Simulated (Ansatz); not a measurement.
An input for Ansatz 0.2.0 (Ga6As5P (zincblende [001] superlattice)):

```yaml
crystal:
  lattice:
    - [3.9792939425, 0.0, 0.0]
    - [0.0, 3.9792939425, 0.0]
    - [0.0, 0.0, 16.8298138015]
  atoms:
    - { symbol: Ga, position: [0.0, 0.0, 0.0391723872] }
    - { symbol: As, position: [0.5, 0.0, 0.1234835605] }
    - { symbol: Ga, position: [0.5, 0.5, 0.2077061762] }
    - { symbol: As, position: [0.0, 0.5, 0.2920803439] }
    - { symbol: Ga, position: [0.0, 0.0, 0.3764446862] }
    - { symbol: As, position: [0.5, 0.0, 0.460813568] }
    - { symbol: Ga, position: [0.5, 0.5, 0.5451824498] }
    - { symbol: As, position: [0.0, 0.5, 0.6295467921] }
    - { symbol: Ga, position: [0.0, 0.0, 0.7139209597] }
    - { symbol: As, position: [0.5, 0.0, 0.7981435755] }
    - { symbol: Ga, position: [0.5, 0.5, 0.8824547487] }
    - { symbol: P, position: [0.0, 0.5, 0.960813568] }
kpoints:
  mp_grid: { grid: [4, 4, 2] }
  band_path:
    path:
      - [0.0, 0.0, 0.0]
      - [0.0, 0.5, 0.0]
      - [0.5, 0.5, 0.0]
      - [0.0, 0.0, 0.5]
      - [0.0, 0.5, 0.5]
      - [0.5, 0.5, 0.5]
    npoints: 1
hamiltonian:
  xc: hse06
  pseudopotentials: { kind: paw, azcp: { folder: soft_1 } }
scf:
  occupations: { method: fixed }
  n_extra_bands: 8
output:
  eigenvalues: true
```

```sh
ansatz run input.yaml --threads 2 --pin off --max-ram 73728MiB --backend cuda --events-out ev --progress --plain --runs-dir out --devices 1 --max-vram 13GiB
```

How long will it take on 1 × NVIDIA H100 80GB HBM3 (shared by 6 runs) with 2 threads of AMD EPYC 7R13 (Zen 3), shared host, and how much memory?

It took 60 s; on shared hardware allow 30 s to 2 min. Peak host memory was 2.1 GiB. The sizes that set the cost: 5225 plane waves a state, 12 irreducible k points and 24 SCF cycles.

Exact exchange couples every pair of k points and filled bands, so it costs far more than a semilocal run.

[Paths, hosts, dates, memory and timing lines, banners, echoed tables and standing remarks are left out of the program output.]

[Logs are printed without paths, hosts, clocks, repeated set-up lines and the standing remarks that a program may print on its own settings, such as how far it seeks lower states.]

[Runs of the session that timed out or met a known fault of the program may be left out.]

[Cells called generated may have been cut or substituted from an entry of the Crystallography Open Database or the Materials Project.]

[Hosts, paths, dates, database ids (printed as entryN), source tags and the programs' standing remarks are cut or masked in the printed files.]
